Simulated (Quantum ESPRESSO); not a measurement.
# Gap and tunnelling decay at a withheld lattice constant: KGeF3, cubic perovskite type

**Set-up.** Quantum ESPRESSO 7.5 (pw.x, pwcond.x with ikind = 0), PBE, GBRV ultrasoft, cubic crystals. κ is the slowest decay along [001] at mid-gap among three points across the current.

```tsv
a (Å)	gap on the mesh (eV)	κ (1/Å)
4.164	0.894	0.075
4.297	1.460	0.122
4.563	2.283	0.179
4.695	2.559	0.198
```

One more run was made and is withheld. What are gap and κ at a = 4.430 Å?

By hand: A line through the rows at 4.297 and 4.563 Å gives a gap of 1.460 + 0.500 × (2.283 − 1.460) = 1.87 eV and κ = 0.150 1/Å. The two-band model κ = 0.5123 √(m* E_g/4) needs m* = 0.155 at 4.297 Å; with that mass and the new gap, κ = 0.138 1/Å.

**The withheld run.** The gap is 1.919 eV and κ = 0.153 1/Å. The line misses the gap by −0.048 eV and κ by −1.6 %; the two-band estimate misses κ by −9.7 %.

Caveats: The structure type is imposed. Local and semilocal gaps and decay constants are too small; no spin-orbit coupling. For an indirect gap m* is a fitting number alone.

[Logs are printed without paths, hosts, clocks, repeated set-up lines and the standing remarks that a program may print on its own settings, such as how far it seeks lower states.]
